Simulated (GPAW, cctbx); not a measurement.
# How far are the atoms of BaTi3Ni from free atoms?

Question: by how much does bonding change the X-ray structure factors of BaTi3Ni, how firmly does DFT give the change, and what does a routine refinement make of it?

The cell comes from substitution in a known structure type and wasn't matched to any measured phase. All numbers below are calculated.

## Step 1: Find the equilibrium geometry

The density hangs on the geometry, so cell and atoms are relaxed first, with the symmetry held. The cutoff is set higher than for the density because stress converges slowly with plane waves.

Settings: GPAW 26.7.0, PBE, 570 eV, 5×5×5 k-points, Fermi–Dirac width 0.1 eV, spin-polarised, BFGS to 0.03 eV/Å.

```text
cell
1.0
     4.336000000    0.000000000    0.000000000
     0.000000000    4.336000000    0.000000000
    -2.168000000   -2.168000000    5.124000000
Ba Ni Ti
1 1 3
Direct
0.984500000 0.984500000 0.969000000
0.633200000 0.633200000 0.266400000
0.394700000 0.394700000 0.789400000
0.735300000 0.235300000 0.470600000
0.235300000 0.735300000 0.470600000
```

```console
$ OMP_NUM_THREADS=1 mpirun -n 4 gpaw python run.py > gpaw.log
```

```text
BFGS:    0      -27.080787        1.561057
BFGS:    1      -27.158511        1.447968
BFGS:    2      -27.471069        0.731612
BFGS:    3      -27.518997        0.416882
...
BFGS:   17      -27.648423        0.050123
BFGS:   18      -27.648398        0.032768
BFGS:   19      -27.648389        0.026990
cell  4.2754 4.2754 6.6557  108.73 108.73 90.00
volume 108.385 A^3, largest force 0.023 eV/A, largest stress 0.06 GPa
```

The cell moved far, while the k-mesh and basis were chosen for the start, so the final shape may be somewhat biased.

After 19 steps the volume has changed by +12.5 % and the energy by -0.568 eV; the largest stress left is 0.06 GPa. It took 20 min on 4 cores of Intel(R) Xeon(R) Platinum 8488C (Sapphire Rapids) (shared host), peak memory 2 GiB.

Relaxed structure: I4mm (no. 107), a = 4.2754 Å, b = 4.2754 Å, c = 11.8590 Å, α = 90.00°, β = 90.00°, γ = 90.00°.

| atom | mult. | x | y | z |
| --- | --- | --- | --- | --- |
| Ba1 | 2 | 1/2 | 1/2 | 0.4956 |
| Ni1 | 2 | 1/2 | 1/2 | 0.1215 |
| Ti1 | 2 | 0 | 0 | 0.3908 |
| Ti2 | 4 | 1/2 | 0 | 0.2375 |

## Step 2: Density and charge transfer

X-rays see the whole electron density, so the PAW density is rebuilt with its core regions. Subtracting spherical free atoms from the same code cancels the cores and leaves the deformation density Δρ, the part due to bonding.

Settings: PBE, 450 eV, 6×6×6 k-points, Fermi–Dirac width 0.1 eV, spin-polarised; primitive cell of 5 atoms.

```console
$ OMP_NUM_THREADS=1 mpirun -n 4 gpaw python run.py > gpaw.log
```

```text
|iter:   1|       0s |  -28.853756 | +0.22 |       |  +1.5050|
|iter:   2|       7s |  -28.092298 | -1.06 | -1.05 |  +1.4363|
|iter:   3|      13s |  -27.603698 | -0.98 | -1.14 |  +1.1318|
...
|iter:  18|     110s |  -27.448968c| -7.25 | -4.46c|  -0.0030|
|iter:  19|     117s |  -27.448979c| -7.04 | -4.44c|  -0.0016|
|iter:  20|     124s |  -27.448978c| -7.53c| -4.35c|  -0.0010|
```

```text
gpts.py:43: UserWarning: Initial realspace grid (21,21,35) inconsistent with symmetries.
gpts.py:43: UserWarning: Initial realspace grid (21,21,35) inconsistent with symmetries.
gpts.py:43: UserWarning: Initial realspace grid (21,21,35) inconsistent with symmetries.
gpts.py:43: UserWarning: Initial realspace grid (21,21,35) inconsistent with symmetries.
gpts.py:70: UserWarning: Using symmetrized grid: (35,35,35).
gpts.py:70: UserWarning: Using symmetrized grid: (35,35,35).
gpts.py:70: UserWarning: Using symmetrized grid: (35,35,35).
gpts.py:70: UserWarning: Using symmetrized grid: (35,35,35).
grid (70, 70, 70)  electrons 150.000  moved by bonding 0.876 e
deformation density beyond 0.5 A of the nuclei: max 0.146, min -0.132 e/A^3
atom        x       y       z   Voronoi charge  moment
Ba1    0.9956  0.9956  0.9912      0.110      -0.00
Ni2    0.6215  0.6215  0.2431     -0.266       0.00
Ti3    0.3908  0.3908  0.7815     -0.021      -0.00
Ti4    0.2375  0.7375  0.4750      0.089       0.00
Ti5    0.7375  0.2375  0.4750      0.089       0.00
mean inner potential of superposed free atoms 21.352 V
total magnetic moment -0.001 muB
```

Deformation density in a plane through the shortest contact of the Ni atom at the origin, in 0.01 e/Å³ (clipped at ±99); x from -1.6 to 4.1 Å, y from 2.4 down to -2.4 Å:

```text
 -1  -1  -2  -4  -4   .   .   .  -4   2   3   1  -1   . -17  -2
 -1  -1  -2  -3  -2   0   .   1  -1   2   4   2  -1  -3  -1   1
 -1  -1   0   0   1   1  -2  -2   0   3   4   4   2   2   3   2
  0   0   1   2   4   5   3   2   1   2   2   3   3   4   4   3
  0   0   1   1   5   5   5   4   2   0  -1  -2   1   2   2   2
  0   0  -2   4   .   6   4   5   2  -3   2   .  -2  -2  -1   0
  0   0  -1  16   .   .   8   6   3  -4   .   .   3  -5  -3  -1
  0   0  -1   5   .   3   4   5   2  -1   6   .   0  -3  -2   0
  0   0   0  -2  -1  -1   2   2   0  -3  -4  -3  -1   0   1   0
  0   0   0   0   0   0   1   1  -1  -2  -3  -2   0   1   1  -1
  0  -1   0   0   0   0   0   0  -1  -2  -2  -1   0   0   0  -3
  0  -1  -1  -1  -1  -1   0  -1  -1  -1  -1  -1  -1  -2  -1   1
  0  -1  -1  -1  -1  -1   0   0   0  -1  -1  -2  -3  -4   2   .
```

Atoms in or within 0.15 Å of the plane: Ni (0.0, 0.0), Ti (2.5, 0.0), Ti (0.7, 2.4) Å. Dots mark points within about 0.45 Å of a nucleus; large values next to them are atomic features.

Ni gains most (-0.27 e) and Ba loses most (+0.11 e), in averages over each element's sites, as electronegativity suggests. Along the shortest contact from the Ni atom at the map's origin, Ni–Ti at 2.54 Å, Δρ is +0.04 e/Å³ at the midpoint and highest, +0.10, 0.56 Å from Ni (points within 0.5 Å of a nucleus left out): little piles up between the atoms. At the midpoints of other shortest contacts it is +0.03 (Ti–Ti, 2.81 Å), -0.01 (Ba–Ti, 3.27 Å) and 0.00 (Ba–Ni, 3.37 Å) e/Å³. Point values carry grid noise of about 0.01 e/Å³. The moments given at the start die out. The run needed 20 iterations, 2.5 min.

## Step 3: Structure factors

The Fourier components of Δρ, added to those of the free atoms, give the static X-ray structure factors; the Mott–Bethe relation turns them into the Fourier components V of the potential that fast electrons feel.

```text
static structure factors of the conventional cell: F in electrons, V (Mott-Bethe) in volts
   h  k  l      d  |F| table  |F| free   |F| DFT   change   |V| free  |V| DFT  change %
   0  0  2  5.9295    40.710    40.737    40.411   -0.325     0.489    0.747     52.7
   1  0  1  4.0220    36.979    37.026    36.781   -0.246     1.058    1.170     10.6
   1  1  0  3.0232   106.221   106.243   106.837    0.595     3.432    3.317     -3.3
   0  0  4  2.9647    89.327    89.295    88.689   -0.606     4.104    4.219      2.8
   1  0  3  2.9025   139.433   139.349   139.779    0.430     5.417    5.346     -1.3
   1  1  2  2.6933   164.524   164.312   163.953   -0.360     7.024    7.086      0.9
   2  0  0  2.1377   216.984   216.528   215.991   -0.537     8.065    8.117      0.6
   1  1  4  2.1167    42.105    41.551    41.197   -0.354     2.583    2.617      1.3
   1  0  5  2.0740   144.004   143.791   143.456   -0.335     4.830    4.861      0.6
   2  0  2  2.0110    36.785    36.878    37.264    0.386     0.418    0.391     -6.5
   0  0  6  1.9765     9.001     9.222     9.612    0.389     0.848    0.876      3.2
   2  1  1  1.8876    32.680    32.913    32.874   -0.040     0.533    0.536      0.6
   2  0  4  1.7340    73.905    74.129    74.136    0.007     2.371    2.370     -0.0
   2  1  3  1.7212   116.200   116.075   115.712   -0.362     3.362    3.384      0.7
```

The largest X-ray change is -0.61 e on 004, 0.7 % of |F|. For electrons V goes as (Z − F)/g², so a change of F counts against Z − F, which is small at low angle and wherever the atoms' terms cancel: |V| of 002 moves by +52.7 % (0.49 to 0.75 V) against -0.8 % in |F|. The last three rows still change by up to 0.36 e; the table stops while the angles are still low. The tabulated Hartree–Fock atoms differ from the free DFT atoms by up to 0.55 e, so the choice of reference atom matters too.

## Step 4: Which functional?

The same geometry is run with other functionals, to see whether the bonding signal is larger than the spread between approximations. Free atoms are LDA for LDA and PBE otherwise. Any other changed setting is in the row's label.

| run | ΔF 004 (e) | ΔF 110 (e) | ΔF 200 (e) | q(Ni) (e) | moved (e) | time |
| --- | --- | --- | --- | --- | --- | --- |
| PBE | -0.606 | +0.595 | -0.537 | -0.266 | 0.876 | 2.5 min |
| LDA | -0.584 | +0.593 | -0.512 | -0.268 | 0.850 | 99 s |
| RPBE | -0.613 | +0.608 | -0.515 | -0.268 | 0.908 | 95 s |

At the base's settings ΔF(004) spans -0.613 to -0.584 e, a spread of 5 % of the PBE value; over the three listed reflections the spread is at most 5 %, so sign and size hold across the functionals. Times are from shared hosts.

## Step 5: What a spherical-atom refinement makes of it

Routine crystallography fits spherical atoms. To see the bias, intensities are simulated from tabulated atoms plus the DFT change ΔF, so that bonding alone can misfit (3622 reflections of the full sphere, merged to the counts below, to 0.5 Å, 1.5 % proportional noise plus counting noise, assumed isotropic U as listed, Δρ smeared by the mean U) and refined with cctbx over different ranges.

```csv
range,data,R1,GooF,U Ba1 (true 0.0049),U Ni1 (true 0.0063),U Ti1 (true 0.0068),U Ti2 (true 0.0068),largest shift (Å),"Δρ max, min (e/Å³)"
all data,597,0.0048,0.96,0.0049,0.0063,0.0068,0.0068,0.0002,"0.29, -0.26"
"low resolution, d > 0.84",145,0.0046,0.98,0.0048,0.0060,0.0073,0.0066,0.0015,"0.19, -0.14"
"high order, d < 0.75",400,0.0050,0.94,0.0049,0.0063,0.0068,0.0068,0.0006,"0.21, -0.23"
"occupancies free, d > 0.7",243,0.0045,0.98,0.0049,0.0063,0.0069,0.0067,0.0008,"0.21, -0.16"
```

With all data GooF is 0.96, so at this noise the bonding hardly shows; the top residual peak lies 1.22 Å from Ni and 1.51 Å from Ti, between them. No U is off by more than 3 s.u. at low resolution. With Ba1 held at 1 and the scale free, the other occupancies refine to Ni1 1.000(0.004), Ti1 1.000(0.004) and Ti2 1.000(0.002), within three s.u. of full.

## Step 6: Answer

Bonding moves 0.88 e in the primitive cell of BaTi3Ni and changes the structure factors of the conventional cell in the table above by at most 0.61 e (004, 0.7 %), and among reflections above 2 % of the strongest by up to 4.2 % (006). The shortest bond, Ni–Ti, has Δρ = +0.04 e/Å³ at its midpoint. At the base's settings ΔF(004) spans -0.613 to -0.584 e, a spread of 5 % of the PBE value; over the three listed reflections the spread is at most 5 %, so sign and size hold across the functionals. With all data GooF is 0.96, so at this noise the bonding hardly shows. Limits: static density, frozen cores, no spin–orbit coupling.

[Outputs are excerpts: Python notices, other lines and further rows are left out; steps that failed or that the build refused (PBEsol, TPSS) are not shown.]

[Logs are printed without paths, hosts, clocks, repeated set-up lines and the standing remarks that a program may print on its own settings, such as how far it seeks lower states.]
